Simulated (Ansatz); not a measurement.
MoS2 (R3m): refractive index against wavelength

The refractive index of MoS2 (R3m) along x below the direct gap (1.96 eV on the mesh) is read from one computed spectrum, n = √(Re ε). x, y and z are the Cartesian axes of the input cell.

Symmetry: R3m, No. 160, trigonal system. The conventional cell has a = 3.160 Å, b = 3.160 Å, c = 18.450 Å, α = 90.00°, β = 90.00°, γ = 120.00°. Mo on site a is surrounded by 6 S at 2.39 Å. S on site a has 3 Mo at 2.39 Å as nearest neighbours. S on site a is surrounded by 3 Mo at 2.39 Å.

Method: Ansatz 0.2.0, PBE, independent particles, k-mesh 10×10×10 with interpolation inside its cells, Gaussian parameter 0.15 eV.

Launch of the response step: `ansatz run input.yaml --threads 4 --pin off --max-ram 8192MiB --backend cpu --events-out ev --progress --plain --runs-dir out`. The run took 40 s, on 4 threads of Intel(R) Xeon(R) Platinum 8488C (Sapphire Rapids), with other jobs on the host.

| wavelength (nm) | photon energy E (eV) | n |
| --- | --- | --- |
| 3000 | 0.413 | 4.0431 |
| 2000 | 0.620 | 4.0860 |
| 1550 | 0.800 | 4.1410 |
| 1310 | 0.946 | 4.2014 |
| 1064 | 1.165 | ? |

In the single-oscillator model n² − 1 = E₀E_d/(E₀² − E²), so 1/(n² − 1) = E₀/E_d − E²/(E₀E_d) is linear in E².

Working, on the rows shown:

| x = E² (eV²) | y = 1/(n² − 1) |
| --- | --- |
| 0.170801 | 0.0651608 |
| 0.384302 | 0.063713 |
| 0.639837 | 0.0619276 |
| 0.895757 | 0.0600537 |

Means: x̄ = 0.52267, ȳ = 0.062714. Σ(x − x̄)(y − ȳ) = -0.002084, Σ(x − x̄)² = 0.2959. Slope = -0.002084 / 0.2959 = -0.007043; intercept = ȳ − slope · x̄ = 0.066395. Turned back into n, the line misses the rows shown by at most 0.0012.

Q: Fill in the last column of the withheld row.

A: At x = 1.3578 the line gives y = 0.056832, that is 4.3123. The run gave 4.3277, so the extrapolation is off by 0.015, 5 % of the range in the table.

Refitted with all rows, the slope is -0.007377 and the intercept 0.06654. These give E₀ = √(intercept/−slope) = 3.00 eV and E_d = E₀/intercept = 45.1 eV; E₀ is 1.5 times the direct gap. The electronic limit at long wavelengths, without lattice vibrations, is n = √(1 + 1/intercept) = 4.004. Excitons are left out and so are local fields; PBE gaps are as a rule too small. Spin-orbit coupling is left out.
